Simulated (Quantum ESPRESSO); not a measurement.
# 1T-SnSe2, 1 layer, stepped through biaxial strain, part 4 of 7

Aim: how the results for 1T-SnSe2, 1 layer change with biaxial strain.

Quantum ESPRESSO 7.5; plane-wave DFT, PBE, GBRV ultrasoft pseudopotentials.

So far. Step 3 (Relaxing the ions, -4 %): The relaxation lowers the energy by 9 meV an atom. Step 6 (Bands along a path, -4 %): Along this path the valence top lies near Γ and the conduction bottom at M.

## 7. SCF with pw.x, -4 %

Level of this step: plane-wave DFT, PBE, PseudoDojo fully relativistic norm-conserving pseudopotentials (Quantum ESPRESSO 7.5).

Contents of m0.soc.in:

```
&control
  prefix = 'm0.soc'
  outdir = './out'
  pseudo_dir = './pseudo'
  calculation = 'scf'
  tprnfor = .true.
/
&system
  ibrav = 0
  nat = 3
  ntyp = 2
  ecutwfc = 78
  ecutrho = 312
  occupations = 'smearing'
  smearing = 'fd'
  degauss = 0.002
  noncolin = .true.
  lspinorb = .true.
  nbnd = 52
/
&electrons
  conv_thr = 1e-07
  mixing_beta = 0.4
  electron_maxstep = 120
  mixing_mode = 'plain'
/
ATOMIC_SPECIES
  Se  78.9710  Se.dojo-fr-pbe-0.4-standard.upf
  Sn  118.7100  Sn.dojo-fr-pbe-0.4-standard.upf
CELL_PARAMETERS angstrom
  3.68993700288000 0.00000000000000 0.00000000000000
  -1.84496850144000 3.19557918240000 0.00000000000000
  0.00000000000000 0.00000000000000 17.11048904300000
ATOMIC_POSITIONS crystal
  Se  0.666666666700 0.333333333300 0.403444180800
  Sn  0.000000000000 0.000000000000 0.500000000000
  Se  0.333333333300 0.666666666700 0.596555819200
K_POINTS automatic
  6 6 1 0 0 0
```

Command:

```
OMP_NUM_THREADS=1 mpirun -n 4 pw.x -nk 2 -in m0.soc.in > m0.soc.out
```

What it wrote:

```text
[banner, memory and clock lines left out]
Program PWSCF v.7.5 starts
[citation notice left out]

[...]
Message from routine setup:
[...]
bravais-lattice index     =            0
     lattice parameter (alat)  =       6.9730  a.u.
     unit-cell volume          =    1361.5311 (a.u.)^3
     number of atoms/cell      =            3
     number of atomic types    =            2
     number of electrons       =        46.00
     number of Kohn-Sham states=           52
     kinetic-energy cutoff     =      78.0000  Ry
     charge density cutoff     =     312.0000  Ry
     scf convergence threshold =      1.0E-07
     mixing beta               =       0.4000
     number of iterations used =            8  plain     mixing
     Exchange-correlation= PBE
                           (   1   4   3   4   0   0   0)
     Non magnetic calculation with spin-orbit

[...]
PseudoPot. # 1 for Se read from file:
     ./pseudo/Se.dojo-fr-pbe-0.4-standard.upf
     Pseudo is Norm-conserving + core correction, Zval = 16.0
     Generated using ONCVPSP code by D. R. Hamann
     Using radial grid of 1214 points, 10 beta functions with:
                l(1) =   0
                l(2) =   0
                l(3) =   1
                l(4) =   1
                l(5) =   1
                l(6) =   1
                l(7) =   2
                l(8) =   2
                l(9) =   2
               l(10) =   2

     PseudoPot. # 2 for Sn read from file:
     ./pseudo/Sn.dojo-fr-pbe-0.4-standard.upf
     Pseudo is Norm-conserving + core correction, Zval = 14.0
     Generated using ONCVPSP code by D. R. Hamann
     Using radial grid of 1668 points, 10 beta functions with:
                l(1) =   0
                l(2) =   0
                l(3) =   1
                l(4) =   1
                l(5) =   1
                l(6) =   1
                l(7) =   2
                l(8) =   2
                l(9) =   2
               l(10) =   2

     atomic species   valence    mass     pseudopotential
     Se               16.00    78.97100     Se( 1.00)
     Sn               14.00   118.71000     Sn( 1.00)

     12 Sym. Ops., with inversion, found

[...]
number of k points=     7  Fermi-Dirac smearing, width (Ry)=  0.0020
[...]
Dense  grid:   126655 G-vectors     FFT dimensions: (  40,  40, 192)

     Initial potential from superposition of free atoms

     starting charge      45.9983, renormalised to      46.0000

     negative rho (up, down):  8.550E-06 0.000E+00
     Starting wfcs are   54 randomized atomic wfcs

     per-process dynamical memory:   136.9 Mb

     Self-consistent Calculation

     iteration #  1     ecut=    78.00 Ry     beta= 0.40
     Davidson diagonalization with overlap
     ethr =  1.00E-02,  avg # of iterations =  3.4

     Threshold (ethr) on eigenvalues was too large:
     Diagonalizing with lowered threshold

     Davidson diagonalization with overlap
     ethr =  1.75E-04,  avg # of iterations =  5.3

     negative rho (up, down):  3.664E-06 0.000E+00

     total energy              =    -642.44504898 Ry
     estimated scf accuracy    <       0.07292517 Ry

     iteration #  2     ecut=    78.00 Ry     beta= 0.40
[...]
negative rho (up, down):  1.839E-06 0.000E+00

[...]
total energy              =    -642.45351244 Ry
     estimated scf accuracy    <       0.01418153 Ry

     iteration #  3     ecut=    78.00 Ry     beta= 0.40
[...]
negative rho (up, down):  4.508E-07 0.000E+00

[...]
total energy              =    -642.45530621 Ry
     estimated scf accuracy    <       0.00309473 Ry

     iteration #  4     ecut=    78.00 Ry     beta= 0.40
[...]
total energy              =    -642.45551187 Ry
     estimated scf accuracy    <       0.00043200 Ry

     iteration #  5     ecut=    78.00 Ry     beta= 0.40
[...]
total energy              =    -642.45555642 Ry
     estimated scf accuracy    <       0.00003789 Ry

     iteration #  6     ecut=    78.00 Ry     beta= 0.40
[...]
total energy              =    -642.45556489 Ry
     estimated scf accuracy    <       0.00000421 Ry

     iteration #  7     ecut=    78.00 Ry     beta= 0.40
[...]
total energy              =    -642.45556585 Ry
     estimated scf accuracy    <       0.00000027 Ry

     iteration #  8     ecut=    78.00 Ry     beta= 0.40
[...]
End of self-consistent calculation

          k = 0.0000 0.0000 0.0000 ( 15787 PWs)   bands (ev):

   -47.6165 -47.6165 -47.6165 -47.6165 -47.6163 -47.6163 -47.6161 -47.6161
   -46.7231 -46.7231 -46.7231 -46.7231 -46.7226 -46.7226 -46.7224 -46.7224
   -46.7220 -46.7220 -46.7219 -46.7219 -22.1185 -22.1185 -22.0813 -22.0813
   -21.0989 -21.0989 -21.0507 -21.0507 -21.0454 -21.0454 -14.1569 -14.1569
   -12.8232 -12.8232  -6.3475  -6.3475  -1.9776  -1.9776  -0.6266  -0.6266
    -0.3099  -0.3099  -0.2617  -0.2617   0.0325   0.0325   1.6519   1.6519
     3.2341   3.2341   4.4832   4.4833

          k = 0.0000 0.1925 0.0000 ( 15821 PWs)   bands (ev):

   -47.6164 -47.6164 -47.6164 -47.6164 -47.6163 -47.6163 -47.6161 -47.6161
   -46.7230 -46.7230 -46.7230 -46.7230 -46.7226 -46.7226 -46.7224 -46.7224
   -46.7219 -46.7219 -46.7218 -46.7218 -22.1159 -22.1159 -22.0831 -22.0831
   -21.0952 -21.0952 -21.0576 -21.0576 -21.0419 -21.0419 -13.8615 -13.8615
   -12.6004 -12.6004  -6.3302  -6.3302  -2.4339  -2.4339  -1.8724  -1.8724
    -1.3993  -1.3993  -1.1282  -1.1282  -0.1185  -0.1185   2.2455   2.2455
     3.7311   3.7311   4.9218   4.9218

[...]
the Fermi energy is     0.2438 ev

!    total energy              =    -642.45556592 Ry
     estimated scf accuracy    <       0.00000002 Ry
     smearing contrib. (-TS)   =      -0.00000090 Ry
     internal energy E=F+TS    =    -642.45556502 Ry

     The total energy is F=E-TS. E is the sum of the following terms:
     one-electron contribution =   -2000.21907879 Ry
     hartree contribution      =    1001.06917624 Ry
     xc contribution           =    -140.97733945 Ry
     ewald contribution        =     497.67167699 Ry

     convergence has been achieved in   8 iterations

     Forces acting on atoms (cartesian axes, Ry/au):

     atom    1 type  1   force =    -0.00000000   -0.00000000   -0.00120200
     atom    2 type  2   force =     0.00000000   -0.00000000    0.00000000
     atom    3 type  1   force =     0.00000000    0.00000000    0.00120200

     Total force =     0.001700     Total SCF correction =     0.000243
     SCF correction compared to forces is large: reduce conv_thr to get better values

[...]
```

Run time: 50 s. Hardware: 4 MPI ranks of Arm Neoverse V2, shared host; peak memory 0.98 GiB.

Numbers from this step:

| Property | Result |
| --- | --- |
| free energy | -8741.0533 eV |
| Fermi energy | 0.2438 eV |
| valence top, on the run's zero | 0.03249 eV |
| conduction bottom, on the run's zero | 0.4843 eV |
| gap by band count | 0.4518 eV |

## 8. Bands along a path, -4 %

Contents of m0.soc.bands.in:

```
&control
  prefix = 'm0.soc.bands'
  outdir = './out'
  pseudo_dir = './pseudo'
  calculation = 'bands'
/
&system
  ibrav = 0
  nat = 3
  ntyp = 2
  ecutwfc = 78
  ecutrho = 312
  occupations = 'smearing'
  smearing = 'fd'
  degauss = 0.002
  noncolin = .true.
  lspinorb = .true.
  nbnd = 52
/
&electrons
  conv_thr = 1e-07
  mixing_beta = 0.4
  electron_maxstep = 120
  mixing_mode = 'plain'
/
ATOMIC_SPECIES
  Se  78.9710  Se.dojo-fr-pbe-0.4-standard.upf
  Sn  118.7100  Sn.dojo-fr-pbe-0.4-standard.upf
CELL_PARAMETERS angstrom
  3.68993700288000 0.00000000000000 0.00000000000000
  -1.84496850144000 3.19557918240000 0.00000000000000
  0.00000000000000 0.00000000000000 17.11048904300000
ATOMIC_POSITIONS crystal
  Se  0.666666666700 0.333333333300 0.403444180800
  Sn  0.000000000000 0.000000000000 0.500000000000
  Se  0.333333333300 0.666666666700 0.596555819200
K_POINTS crystal_b
4
  0.0000000000 0.0000000000 0.0000000000 10
  0.5000000000 0.0000000000 0.0000000000 10
  0.3333333333 0.3333333333 0.0000000000 10
  0.0000000000 0.0000000000 0.0000000000 1
```

Command:

```
cp -r out/m0.soc.save out/m0.soc.bands.save
cp out/m0.soc.xml out/m0.soc.bands.xml
OMP_NUM_THREADS=1 mpirun -n 4 pw.x -nk 4 -in m0.soc.bands.in > m0.soc.bands.out
```

What it wrote:

```text
[banner, memory and clock lines left out]
Program PWSCF v.7.5 starts
[citation notice left out]

[...]
Message from routine setup:
[...]
bravais-lattice index     =            0
     lattice parameter (alat)  =       6.9730  a.u.
     unit-cell volume          =    1361.5311 (a.u.)^3
     number of atoms/cell      =            3
     number of atomic types    =            2
     number of electrons       =        46.00
     number of Kohn-Sham states=           52
     kinetic-energy cutoff     =      78.0000  Ry
     charge density cutoff     =     312.0000  Ry
     Exchange-correlation= PBE
                           (   1   4   3   4   0   0   0)
     Non magnetic calculation with spin-orbit

[...]
PseudoPot. # 1 for Se read from file:
     ./pseudo/Se.dojo-fr-pbe-0.4-standard.upf
     Pseudo is Norm-conserving + core correction, Zval = 16.0
     Generated using ONCVPSP code by D. R. Hamann
     Using radial grid of 1214 points, 10 beta functions with:
                l(1) =   0
                l(2) =   0
                l(3) =   1
                l(4) =   1
                l(5) =   1
                l(6) =   1
                l(7) =   2
                l(8) =   2
                l(9) =   2
               l(10) =   2

     PseudoPot. # 2 for Sn read from file:
     ./pseudo/Sn.dojo-fr-pbe-0.4-standard.upf
     Pseudo is Norm-conserving + core correction, Zval = 14.0
     Generated using ONCVPSP code by D. R. Hamann
     Using radial grid of 1668 points, 10 beta functions with:
                l(1) =   0
                l(2) =   0
                l(3) =   1
                l(4) =   1
                l(5) =   1
                l(6) =   1
                l(7) =   2
                l(8) =   2
                l(9) =   2
               l(10) =   2

     atomic species   valence    mass     pseudopotential
     Se               16.00    78.97100     Se( 1.00)
     Sn               14.00   118.71000     Sn( 1.00)

     12 Sym. Ops., with inversion, found

[...]
number of k points=    31  Fermi-Dirac smearing, width (Ry)=  0.0020
[...]
Dense  grid:   126655 G-vectors     FFT dimensions: (  40,  40, 192)

     The potential is recalculated from file :
     ./out/m0.soc.bands.save/charge-density

     Starting wfcs are   54 randomized atomic wfcs

     Band Structure Calculation
     Davidson diagonalization with overlap

     ethr =  2.17E-10,  avg # of iterations = 35.5

     End of band structure calculation

          k = 0.0000 0.0000 0.0000 ( 15787 PWs)   bands (ev):

   -47.6158 -47.6158 -47.6158 -47.6158 -47.6156 -47.6156 -47.6154 -47.6154
   -46.7224 -46.7224 -46.7224 -46.7224 -46.7219 -46.7219 -46.7217 -46.7217
   -46.7213 -46.7213 -46.7212 -46.7212 -22.1187 -22.1187 -22.0815 -22.0815
   -21.0991 -21.0991 -21.0508 -21.0508 -21.0456 -21.0456 -14.1563 -14.1563
   -12.8224 -12.8224  -6.3470  -6.3470  -1.9770  -1.9770  -0.6260  -0.6260
    -0.3093  -0.3093  -0.2610  -0.2610   0.0332   0.0332   1.6523   1.6523
     3.2345   3.2345   4.4835   4.4835

          k = 0.0500 0.0289 0.0000 ( 15815 PWs)   bands (ev):

   -47.6158 -47.6158 -47.6157 -47.6157 -47.6156 -47.6156 -47.6154 -47.6154
   -46.7224 -46.7224 -46.7224 -46.7224 -46.7219 -46.7219 -46.7217 -46.7217
   -46.7213 -46.7213 -46.7212 -46.7212 -22.1184 -22.1184 -22.0817 -22.0817
   -21.0986 -21.0986 -21.0516 -21.0516 -21.0453 -21.0453 -14.1292 -14.1292
   -12.8011 -12.8011  -6.3417  -6.3417  -1.9637  -1.9637  -0.8269  -0.8269
    -0.5667  -0.5667  -0.2768  -0.2768  -0.0352  -0.0352   1.8252   1.8252
     3.4359   3.4359   4.4393   4.4393

[...]
```

Wall time 2.2 min (4 MPI ranks); peak memory 1.1 GiB.

Numbers from this step:

```
valence top, on the run's zero       : 0.03317 eV
conduction bottom, on the run's zero : 0.4848 eV
gap by band count                    : 0.4516 eV
```

Band numbers count within the set of bands kept for display. The electronic bands at the labelled points (eV, zero at the highest filled level of the SCF mesh; v1 is the highest filled band, c1 the lowest empty one):

```
  point     v4     v3     v2     v1    c1    c2    c3    c4
      Γ  -0.29  -0.29   0.00   0.00  1.62  1.62  3.20  3.20
halfway  -1.49  -1.49  -0.30  -0.30  1.69  1.69  3.83  3.83
      M  -1.39  -1.39  -0.61  -0.61  0.45  0.45  3.77  3.77
halfway  -1.44  -1.44  -1.25  -1.25  1.18  1.18  4.43  4.43
      K  -1.49  -1.49  -1.43  -1.43  1.32  1.32  4.47  4.47
halfway  -1.35  -1.35  -0.92  -0.92  2.05  2.05  4.37  4.37
      Γ  -0.29  -0.29   0.00   0.00  1.62  1.62  3.20  3.20
```

Along this path the valence top lies at Γ and the conduction bottom at M.

(Continued in part 5 of 7.)

[Logs are printed without paths, hosts, clocks, repeated set-up lines and the standing remarks that a program may print on its own settings, such as how far it seeks lower states.]

[Hosts, paths, dates, database ids (printed as entryN), source tags and the programs' standing remarks are cut or masked in the printed files.]

[Maps of the electrostatic potential energy from Ansatz leave out the sawtooth potential of an applied field or a dipole correction, so their vacuum need not be flat; planar profiles and work functions include it.]
